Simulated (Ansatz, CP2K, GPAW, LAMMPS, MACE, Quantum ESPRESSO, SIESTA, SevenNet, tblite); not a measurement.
**Other levels on ionic liquid ethylpyridinium dicyanamide with Li salt at 400 K (98 atoms)**

Density of this cell: 1.10 g/cm³. The cell holds 98 atoms: 38 C, 19 N, 40 H and 1 Li. Its edges and angles: a = 10.520 Å, b = 10.520 Å, c = 10.520 Å, α = 90.0°, β = 90.0°, γ = 90.0°. 4 ethylpyridinium, 5 dicyanamide, 1 Li+ placed at random, at 1.1 g/cm³; overlaps pushed apart, then 10 ps at 700 K with Joung-Cheatham ions (J. Phys. Chem. B 112, 9020 (2008)); MMFF94 bonds, angles, torsions, charges and radii (Halgren, J. Comput. Chem. 17, 490 (1996)) in harmonic and 12-6 forms; charges of ions scaled by 0.8. Snapshot after 30 ps at 400 K and fixed volume.

Geometry: as built.

The reference, a calculation:

- method: Kohn-Sham DFT, PBE, PAW, plane waves (Ansatz 0.2.0); cutoff 420 eV, Γ point, fermi-dirac smearing of 0.05 eV; PAW set soft_2
- r.m.s. force component: 1.687 eV/Å
- longest force: 9.652 eV/Å
- pressure: 0.7686 GPa
- gap (highest filled to lowest empty level): 1.781 eV
- SCF cycles: 11
- time: 5.9 s on 8 threads of Arm Neoverse V2, shared host
- CPU time: 41 s

Q: Estimate the differences from the reference, the CPU time and the memory of each run.
- SIESTA PBE, TZP, shift 0.01 Ry, mesh 500 Ry (SIESTA 5.4.2; 4 MPI ranks)
- tblite GFN1-xTB (tblite 0.8.0; 1 thread)
- CP2K PBE, TZV2P-MOLOPT (SR for Li), 600/50 Ry, diagonalisation (CP2K 2026.2; 4 MPI ranks)
- QE PBE+D3(BJ), sssp-1.3.0-efficiency, 60/480 Ry (Quantum ESPRESSO 7.5; 2 MPI ranks)
- GPAW PBE, LCAO szp(dzp), h 0.18 Å (GPAW 26.7.0; 1 thread)
- SIESTA PBE, DZ, shift 0.01 Ry, mesh 500 Ry (SIESTA 5.4.2; 2 MPI ranks)
- QE PBE, sssp-1.3.0-efficiency, 35/280 Ry (Quantum ESPRESSO 7.5; 2 MPI ranks)
- GPAW PBE, LCAO sz(dzp), h 0.18 Å (GPAW 26.7.0; 1 thread)
- QE PBE, sssp-1.3.0-efficiency, 60/480 Ry (Quantum ESPRESSO 7.5; 2 MPI ranks)
- GPAW PBE, LCAO dzp, h 0.18 Å (GPAW 26.7.0; 2 MPI ranks)

Differences are against the plane-wave reference, forces as r.m.s. over components; share is that over the reference's r.m.s. force, slope the least-squares factor from reference forces to these. Total energies of different programs have different zeros and aren't compared.

| run | Δ force, r.m.s. (meV/Å) | share (%) | slope | Δ pressure (GPa) | Δ gap (eV) | cores | CPU time | memory (GiB) |
| --- | --- | --- | --- | --- | --- | --- | --- | --- |
| reference | - | - | - | - | - | 8 | 41 s | 1.2 |
| SIESTA PBE, TZP, shift 0.01 Ry, mesh 500 Ry | 826 | 48.9 | 1.272 | 4.07 | -0.0716 | 4 | 5 min | 2.4 |
| tblite GFN1-xTB | 467 | 27.7 | 0.859 | -3.93 | - | 1 | 3.1 s | 0.17 |
| CP2K PBE, TZV2P-MOLOPT (SR for Li), 600/50 Ry, diagonalisation | 34.4 | 2.04 | 1.006 | 0.170 | -0.0038 | 4 | 35 min | 4.5 |
| QE PBE+D3(BJ), sssp-1.3.0-efficiency, 60/480 Ry | 45.3 | 2.69 | 1.019 | -0.891 | 0.0105 | 2 | 5.1 min | 2.3 |
| GPAW PBE, LCAO szp(dzp), h 0.18 Å (coarse) | 1490 | 88.3 | 1.291 | - | -1.32 | 1 | 70 s | 1.1 |
| SIESTA PBE, DZ, shift 0.01 Ry, mesh 500 Ry (coarse) | 947 | 56.1 | 1.327 | 4.74 | -0.345 | 2 | 1.7 min | 1.1 |
| QE PBE, sssp-1.3.0-efficiency, 35/280 Ry (coarse) | 98.3 | 5.83 | 1.040 | -1.73 | 0.0137 | 2 | 2.2 min | 1.1 |
| GPAW PBE, LCAO sz(dzp), h 0.18 Å (coarse) | 3068 | 182 | 1.872 | - | -1.41 | 1 | 37 s | 0.87 |
| QE PBE, sssp-1.3.0-efficiency, 60/480 Ry | 43.4 | 2.57 | 1.019 | -0.0406 | 0.0105 | 2 | 5.1 min | 2.3 |
| GPAW PBE, LCAO dzp, h 0.18 Å | 612 | 36.3 | 1.212 | - | -0.207 | 2 | 93 s | 1.3 |

Rows marked coarse were listed beforehand as settings not expected to be converged; some can still land near the reference.

CPU time is summed over cores on a shared host, where runs went side by side, so it is rough. Symmetry, cutoffs, thresholds, outputs and thread counts weren't matched or tuned between programs; memory under MPI is the largest rank's times the ranks.

PBE on plane waves or a grid with other potentials, cutoffs or grids, coarse settings apart, differs from the reference by 2.6 % (QE PBE, sssp-1.3.0-efficiency, 60/480 Ry) of the r.m.s. force; this holds the reference's own error, so differences of a few per cent don't tell which side is nearer the exact PBE result (QE's 60 Ry are 816 eV, against the reference's 420 eV). The PBE runs in local orbitals, coarse settings apart, differ by 2.0 % (CP2K PBE, TZV2P-MOLOPT (SR for Li), 600/50 Ry, diagonalisation) to 49 % (SIESTA PBE, TZP, shift 0.01 Ry, mesh 500 Ry); basis, grid and potentials can all enter. Tight binding differs by 28 % (tblite GFN1-xTB); it is another model, with fitted parameters of its own, and the xTB methods hold dispersion. Rows with another functional or a dispersion term differ by 2.7 % (QE PBE+D3(BJ), sssp-1.3.0-efficiency, 60/480 Ry), which mixes the change of model with differences of basis and potentials. Periodic xTB results under one method name differ between programs and library versions. The network of contacts between molecules at the start is that of the classical potential that made the cell, and needn't be the one that DFT or experiment would give. The electronic-structure runs sample only Γ, in a cell whose shortest periodic width is 11 Å.

[Hosts, paths, dates, database ids (printed as entryN), source tags and the programs' standing remarks are cut or masked in the printed files.]

[The MMFF94 radii named for the starting cell were scaled by 0.96; in molecules described by MMFF94, hydrogen bound to N, O or S took a small fixed 12-6 site in their place.]
